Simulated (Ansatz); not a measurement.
**What Ti2NO2 monolayer distorts into**

Aim: this structure of Ti2NO2 monolayer is to be tested for unstable modes, and one is followed downhill.

Main program and level: Ansatz 0.2.0; DFT PBEsol, scalar-relativistic, plane waves, PAW.

This is a report of a sequence of runs, with most program output left out.

**1. Set-up**

The cell holds 5 atoms: 1 N, 2 Ti and 2 O. Cell: a = 2.963 Å, b = 2.963 Å, c = 32.600 Å, α = 90.0°, β = 90.0°, γ = 120.0°. Vacuum lies along c.

**2. Phonons on a q mesh**

The cell comes from relaxations at this level that are not shown. Stability and thermal properties need the whole zone. Linear response on a 4×4×1 q mesh gives force constants as far as a supercell of that size would.

input.yaml reads:

```yaml
crystal:
  lattice:
    - [2.9632054967, 0.0, 0.0]
    - [-1.4816027483, 2.5662112368, 0.0]
    - [0.0, 0.0, 32.6]
  atoms:
    - { symbol: "N", position: [0.0, 0.0, 0.3067484663] }
    - { symbol: Ti, position: [0.3333333333, 0.6666666667, 0.3451694376] }
    - { symbol: Ti, position: [0.6666666667, 0.3333333333, 0.268327495] }
    - { symbol: O, position: [0.6666666667, 0.3333333333, 0.3741379491] }
    - { symbol: O, position: [0.3333333333, 0.6666666667, 0.2393589835] }
  periodic: [true, true, false]
kpoints:
  mp_grid: { grid: [20, 20, 1] }
hamiltonian:
  xc: pbesol
scf:
  occupations: { method: methfessel_paxton, width: 0.15 }
output:
  eigenvalues: true
phonons:
  method: dfpt
  qmesh: [4, 4, 1]
  temperatures: { t_max: 1000, t_step: 50 }
  qpath:
    path:
      - [0.0, 0.0, 0.0]
      - [0.5, 0.0, 0.0]
      - [0.33333333, 0.33333333, 0.0]
      - [0.0, 0.0, 0.0]
    npoints: 10
```

Command:

```bash
$ ansatz run input.yaml --threads 8 --pin off --max-ram 14336MiB --backend cpu --events-out ev --progress --plain --runs-dir out
```

Run time: 14 min. Hardware: 8 threads of Arm Neoverse V2, shared host; peak memory 5.3 GiB.

This run has no spin polarisation, although Ti can carry a moment.

This step gave:

| Item | Value |
| --- | --- |
| gap on the k-mesh | 0 eV |
| sum-rule residual before enforcement | 2.52e-5 eV/Å² |
| lowest frequency on the path | -274.0 cm⁻¹ |
| point group | -3m |
| highest frequency on the path or at a solved wavevector | 666.8 cm⁻¹ |
| area per atom | 1.521 Å² |
| highest optical mode at the zone centre (no LO-TO term) | 666.8 cm⁻¹ |
| lowest optical zone-centre mode | -127.7 cm⁻¹ |
| lowest mode on the q mesh (acoustic modes at Γ apart) | -247.9 cm⁻¹ |

Frequencies (cm⁻¹) solved at each irreducible wavevector; negative means imaginary. Frequencies by wavevector, by row:

```
q in reciprocal lattice units  star  mode 1  mode 2  mode 3  mode 4  mode 13  mode 14  mode 15
                        0 0 0     1  -127.7  -127.7       0       0    596.2    607.4    666.8
                     0 0.25 0     6  -247.9  -124.3   122.2   161.6    558.7    559.8      628
                     0 -0.5 0     3    50.2   193.5   195.9   228.8    533.6    551.3    632.7
                  0.25 0.25 0     6  -222.7    68.3   219.5   222.3    540.2      548    611.1
```

Interpolated from a 4×4×1 q mesh. Phonon branches along the path, in cm⁻¹:

```
  point  branch 1  branch 2  branch 3  branch 4  branch 12  branch 13  branch 14  branch 15
      Γ      -128      -128         0         0        503        596        607        667
halfway      -248      -124       122       162        478        559        560        628
      M        50       194       196       229        524        534        551        633
halfway      -149       165       191       219        530        536        552        619
      K       -94       104       104       249        521        542        542        606
halfway      -274        95       121       142        496        550        557        623
      Γ      -128      -128         0         0        503        596        607        667
```

Symmetry leaves 4 wavevectors to solve. The lowest mode among them, the acoustic zeros apart, lies at q = (0, 0.25, 0) and is imaginary, 247.9i cm⁻¹, so the energy falls along it. Between them the interpolated path dips to 274i cm⁻¹.

**3. The mode frozen in, largest atomic shift 0 Å**

The mode followed lies at Γ with frequency 127.7i cm⁻¹ and is 2-fold degenerate, one of the unstable modes though not the softest. At small amplitude the distorted cell has space group no. 12 by a symmetry search on the positions. The undistorted cell that holds it gives the zero of energy on the same k mesh.

input.yaml, the sections that differ from step 2:

```yaml
kpoints:
  mp_grid: { grid: [18, 18, 1] }
output:
  forces: true
  stress: true
  eigenvalues: true
# crystal, hamiltonian, scf: as in step 2
# phonons: removed
```

Run time: 2.2 s. Hardware: 8 threads; peak memory 0.81 GiB.

This run has no spin polarisation although its electron count is odd.

Numbers from this step:

```yaml
energy_from_the_undistorted_cell: 0 meV/atom
```

**4. The mode frozen in, largest atomic shift 0.04 Å**

The atoms are moved along the unstable eigenvector, the largest shift by 0.04 Å, with the cell fixed.

input.yaml, the sections that differ from step 3:

```yaml
crystal:
  lattice:
    - [2.9632054967, 0.0, 0.0]
    - [-1.4816027483, 2.5662112368, 0.0]
    - [0.0, 0.0, 32.6]
  atoms:
    - { symbol: "N", position: [0.0, 0.0, 0.3067484663] }
    - { symbol: Ti, position: [0.3489205147, 0.6744602574, 0.3451694376] }
    - { symbol: Ti, position: [0.6510794853, 0.3255397426, 0.268327495] }
    - { symbol: O, position: [0.658248064, 0.329124032, 0.3741379491] }
    - { symbol: O, position: [0.341751936, 0.670875968, 0.2393589835] }
  periodic: [true, true, false]
# kpoints, hamiltonian, scf, output: as in step 3
```

It took 4.9 s on 8 threads; peak memory 0.99 GiB; 37 s of CPU time.

This step gave:

- energy from the undistorted cell: -0.94 meV/atom

The energy, extrapolated to zero smearing, is -0.94 meV/atom against the undistorted cell.

**5. Energy along the mode, all amplitudes (two of the runs are shown above)**

An imaginary frequency means negative curvature, so the energy should fall and then rise again as anharmonic terms take over.

Numbers from this step:

```
depth at the lowest point sampled  : 0.94 meV/atom
largest atomic shift at that point : 0.04 Å
```

The energy from the parent by largest shift of an atom, one sign:

```
largest shift of an atom, one sign (Å)  energy from the parent (meV/atom)
                                0.0000                                  0
                                0.0400                              -0.94
                                0.0800                             -0.599
                                0.1400                               13.7
```

Displacement at unit largest shift by atom:

```
atom   x (Å)   y (Å)  z (Å)   size
  N1   0.000   0.000  0.000  0.000
 Ti2   0.866   0.500  0.000  1.000
 Ti3  -0.866  -0.500  0.000  1.000
  O4  -0.468  -0.270  0.000  0.540
  O5   0.468   0.270  0.000  0.540
```

The lowest of the steps tried is at 0.04 Å, 0.94 meV/atom below the parent; the bottom of the well need not coincide with a step.

**6. Relaxation from the frozen mode**

Starting from the lowest point found, all atoms and the cell are let go, so that strain and other modes of the same symmetry can join in.

input.yaml: that of step 4 with these lines changed.

```diff
@@ -22 +22,10 @@
   eigenvalues: true
+  write_density: true
+  write_potential: true
+  elf: true
+  volumetric_format: npy
+relax:
+  adjacent_minimum: "off"
+  f_tol: 0.002
+  max_steps: 120
+  cell: { stress_2d_tol: 0.005 }
```

Run time: 78 s. Hardware: 8 threads; peak memory 1.1 GiB.

The steps of the relaxation:

```
step  energy less that of the first step (eV)  largest force component (eV/Å)  volume (Å³)
   1                                   0.0000                          0.0577       247.90
   2                                  -0.0003                          0.0665       248.57
   3                                  -0.0008                          0.0601       248.86
   4                                  -0.0023                          0.0863       249.46
   5                                  -0.0018                          0.0780       249.81
   6                                  -0.0036                          0.0167       249.48
   7                                  -0.0035                          0.0026       249.72
   8                                  -0.0035                          0.0033       249.71
   9                                  -0.0035                          0.0006       249.71
 10*                                  -0.0051                          0.0006       249.71
  11                                  -0.0051                          0.0004       249.80
  12                                  -0.0051                          0.0001       249.79
 13*                                  -0.0051                          0.0001       249.79
```

Relaxation steps marked * repeat the geometry before them on a plane-wave basis chosen anew for their cell, so energy and pressure can jump there. Relaxation step 5 was tried and not accepted.

The run keeps the 4 symmetry operations that it works with, so distortions that break them were not tested.

```
cell as run  before   after  change
      a (Å)   2.963   2.969  +0.2 %
      b (Å)   2.963   2.986  +0.8 %
      γ (°)  120.00  120.18  +0.2 %
```

The atoms that moved most (Å, along periodic axes as changes of fractional coordinates times the final cell, across vacuum about the mean position):

```
atom      dx      dy      dz  length
 Ti2   0.032   0.018   0.003   0.037
 Ti3  -0.032  -0.018  -0.003   0.037
  O4  -0.010  -0.006  -0.012   0.017
  O5   0.010   0.006   0.012   0.017
```

The relaxed structure:

```xyz
5
Lattice="2.9690 -0.0095 0.0000 -1.4928 2.5856 0.0000 0.0000 0.0000 32.6000" Properties=species:S:1:pos:R:3
N     0.0000    0.0000   10.0000
Ti    0.0611    1.7590   11.2556
Ti    1.4151    0.8170    8.7444
O     1.4528    0.8388   12.1853
O     0.0235    1.7373    7.8147
```

Numbers from this step:

* area per atom: 1.532 Å²

Electrostatic potential energy in the ac plane at fractional y = 0.318, with atoms of Ti and O within 0.2 Å of it. With pseudopotentials it is smooth inside the atoms' cores, unlike the true potential.

Ten even steps from '_' (-32 eV) to '@' (0 eV), each cell a mean:
```
@@@@@@@@@@@@@@@@@@@@@@@@@@@@@@
@@@@@@@@@@@@@@@@@@@@@@@@@@@@@@
@@@@@@@@@@@@@@@@@@@@@@@@@@@@@@
@@@@@@@@@@@@@@@@@@@@@@@@@@@@@@
@@@@@@@@@@@@@@@@@@@@@@@@@@@@@@
@@@@@@@@@@@@@@@@@@@@@@@@@@@@@@
@@@@@@@@@@@@@@@@@@@@@@@@@@@@@@
@@@@@@@@@@@@@@@@@@@@@@@@@@@@@@
@@@@@@@@@@@@@@@@@@@@@@@@@@@@@@
@@@@@@@@@@@@@@@@@@@@@@@@@@@@@@
@@@@@@@@@@@@@@@@@@@@@@@@@@@@@@
@@@@@@@@@@@@@@@@@@@@@@@@@@@@@@
@@@@@@@@@@@@@@@@@@@@@@@@@@@@@@
@@@@@@@@@@@@@@@@@@@@@@@@@@@@@@
@@@@@@@@@@@@%%**++======++##@@
**++++++++****++========++**##
####****######************####
**######**==..____________..==
@@@@@@@@@@%%%%####****####%%%%
@@@@@@@@@@@@@@@@@@@@@@@@@@@@@@
@@@@@@@@@@@@@@@@@@@@@@@@@@@@@@
@@@@@@@@@@@@@@@@@@@@@@@@@@@@@@
@@@@@@@@@@@@@@@@@@@@@@@@@@@@@@
@@@@@@@@@@@@@@@@@@@@@@@@@@@@@@
```
Columns run along a (3.0 Å; values clipped at the 3rd and 97th percentile), rows up along c (32.6 Å). Atoms in or near the plane, at fractional coordinates: Ti at (0.64, 0.27), O at (0.65, 0.37).

Valence density in the ac plane at fractional y = 0.318, with atoms of Ti and O within 0.2 Å of it. It is the smooth field of the valence electrons, not physical close to the nuclei.

Ten steps, logarithmic in the rise over the least value, from '0' (0.0 e/Å³) to '9' (7.1 e/Å³), each cell a mean:
```
000000000000000
000000000000000
000000000000000
000000000000000
000000000000000
000000000000000
000000000000000
000000000000000
000000000000000
000000000000000
000000000000000
000000000000000
000000000000000
000000000000000
211112457787643
333333456777644
444444333443333
333334689999864
233332222332222
000000000000000
000000000000000
000000000000000
000000000000000
000000000000000
```
Columns run along a (3.0 Å), rows up along c (32.6 Å). Atoms in or near the plane, at fractional coordinates: Ti at (0.64, 0.27), O at (0.65, 0.37).

ELF in the ac plane at fractional y = 0.318, with atoms of Ti and O within 0.2 Å of it. It is the smooth field of the valence electrons, not physical close to the nuclei.

Ten even steps from '0' (0.00) to '9' (0.72), each cell a mean:
```
000000000000000
000000000000000
000000000000000
000000000000000
000000000000000
000000000000000
000000000000000
000000000000000
000000000000000
000000000000000
000000000000000
000000000000000
000000000000000
000000011111100
410025899999997
211112467767764
688876432221235
234422477556752
467764211111012
000000000000000
000000000000000
000000000000000
000000000000000
000000000000000
```
Columns run along a (3.0 Å), rows up along c (32.6 Å). Atoms in or near the plane, at fractional coordinates: Ti at (0.64, 0.27), O at (0.65, 0.37).

The distorted start has space group C2/m; the relaxation ends in C2/m.

**7. The new phase in its own primitive cell**

The relaxed structure is symmetrised, reduced to its primitive cell and relaxed tightly, as its phonons need.

input.yaml reads:

```yaml
crystal:
  lattice:
    - [2.9690112037, -0.0095459884, 0.0]
    - [-1.4927726703, 2.5855581092, 0.0]
    - [0.0, 0.0, 32.6]
  atoms:
    - { symbol: "N", position: [0.0, 0.0, 0.3067484663] }
    - { symbol: Ti, position: [0.3633159382, 0.6816579691, 0.3452629135] }
    - { symbol: Ti, position: [0.6366840618, 0.3183420309, 0.2682340191] }
    - { symbol: O, position: [0.6536297687, 0.3268148843, 0.3737810114] }
    - { symbol: O, position: [0.3463702313, 0.6731851157, 0.2397159212] }
  periodic: [true, true, false]
kpoints:
  mp_grid: { grid: [14, 14, 1] }
hamiltonian:
  xc: pbesol
scf:
  occupations: { method: methfessel_paxton, width: 0.15 }
output:
  forces: true
  stress: true
  eigenvalues: true
relax:
  adjacent_minimum: "off"
  f_tol: 0.001
  max_steps: 60
  cell: { stress_2d_tol: 0.002 }
```

Elapsed: 31 s, on 8 threads; peak memory 0.93 GiB; 3.9 min of CPU time.

Little changed from the start: no atom moved by 0.005 Å and no cell edge by 0.1 %.

Numbers from this step:

```
area per atom : 1.533 Å²
```

The largest force component left is 0.10 meV/Å, within the tolerances set.

**8. Modes of the new phase, k-mesh 14×14×1**

A relaxed structure may still be a saddle point, so its zone-centre modes are computed. No field response is asked, since the mesh shows no gap.

input.yaml reads:

```yaml
crystal:
  lattice:
    - [2.9691223306, -0.0095760839, 0.0]
    - [-1.4928542972, 2.5856994911, 0.0]
    - [0.0, 0.0, 32.6]
  atoms:
    - { symbol: "N", position: [0.0, 0.0, 0.3067484663] }
    - { symbol: Ti, position: [0.3636311636, 0.6818155818, 0.345265581] }
    - { symbol: Ti, position: [0.6363688364, 0.3181844182, 0.2682313516] }
    - { symbol: O, position: [0.6532240366, 0.3266120183, 0.3737817192] }
    - { symbol: O, position: [0.3467759634, 0.6733879817, 0.2397152134] }
  periodic: [true, true, false]
kpoints:
  mp_grid: { grid: [14, 14, 1] }
hamiltonian:
  xc: pbesol
scf:
  occupations: { method: methfessel_paxton, width: 0.15 }
output:
  eigenvalues: true
phonons:
  method: dfpt
```

Elapsed: 2.1 min, on 8 threads; peak memory 2.5 GiB.

This step gave:

```yaml
sum_rule_residual_before_enforcement: 5.47e-5 eV/Å²
point_group: 2/m
highest_optical_mode_at_the_zone_centre_no_lo_to_term: 658.7 cm⁻¹
lowest_optical_zone_centre_mode: 86.97 cm⁻¹
```

Patterns of degenerate modes are one choice out of their space. Modes at Γ, with each element's share of the kinetic energy:

```
mode  frequency (cm⁻¹)  symmetry  N %  Ti %  O %
   1               0.0  acoustic   10    68   23
   2               0.0  acoustic   10    68   23
   3               0.0  acoustic   10    68   23
   4              87.0        Bg    0    95    5
   5             161.1        Ag    0    94    6
   6             288.3        Ag    0    55   45
   7             309.3        Ag    0    18   82
   8             363.3        Bg    0     5   95
   9             373.0        Bu    3    27   70
  10             378.8        Au   43    30   27
  11             485.8        Au   47     2   51
  12             532.2        Bu   79     9   13
  13             589.8        Ag    0    34   66
  14             604.9        Bu   20    10   69
  15             658.7        Bu   78    19    3
```

Displacements in mode 4 (87.0 cm⁻¹), the largest set to 1:
```
N1   0.00  0.00  0.00
Ti2 -0.58  1.00  0.00
Ti3  0.58 -1.00  0.00
O4  -0.22  0.39  0.00
O5   0.22 -0.39  0.00
```

Displacements in mode 15 (658.7 cm⁻¹), the largest set to 1:
```
N1  -0.28 -0.16  1.00
Ti2  0.05  0.03 -0.19
Ti3  0.05  0.03 -0.19
O4  -0.02 -0.01  0.13
O5  -0.02 -0.01  0.13
```

Before it was imposed, the acoustic sum rule was missed by 5.5e-5 eV/Å². Small misses are needed for a sound result but don't prove that mesh and cutoff are converged. The lowest optical mode is real, 87.0 cm⁻¹.

**9. What came out**

```json
{
 "unstable mode of the parent": "q = (0, 0, 0), 128i cm⁻¹",
 "depth at the lowest point sampled": "0.94 meV/atom",
 "largest atomic shift at that point": "0.04 Å",
 "space group reached (within 0.01 Å)": "C2/m",
 "energy gained over the parent (first relaxation, on the mesh of the frozen mode)": "1.98 meV/atom",
 "area per atom, phase reached": "1.53 Å²",
 "lowest optical zone-centre mode, phase reached": "87.0 cm⁻¹",
 "highest optical mode at the zone centre (no LO-TO term), phase reached": "659 cm⁻¹"
}
```

Along this mode the structure falls into C2/m, 1.98 meV/atom below the parent. At the parent's cell the well is 0.94 meV/atom deep on the steps tried, with its lowest point at a shift of 0.04 Å. Relaxing atoms and cell changes the gain by +1.04 meV/atom against the lowest step (energies at zero smearing). The new phase has no imaginary mode at the zone centre of its cell; other wavevectors were not checked. How so shallow a well moves with the k mesh was not tested. Each path keeps the symmetry of its pattern, so a lower phase may lie along a pattern not tried. With no gap, or one that is small against the smearing, the frequencies hang on the k mesh and the smearing, most of all near Kohn anomalies. The phonon runs are without spin polarisation, although the cell has an odd electron count. In a sheet or slab the interpolated bending branch near Γ is rough, since the rotational sum rule isn't imposed. The starting cell was built on a prototype and not taken from a measurement.

[Logs are printed without paths, hosts, clocks, repeated set-up lines and the standing remarks that a program may print on its own settings, such as how far it seeks lower states.]

[Hosts, paths, dates, database ids (printed as entryN), source tags and the programs' standing remarks are cut or masked in the printed files.]
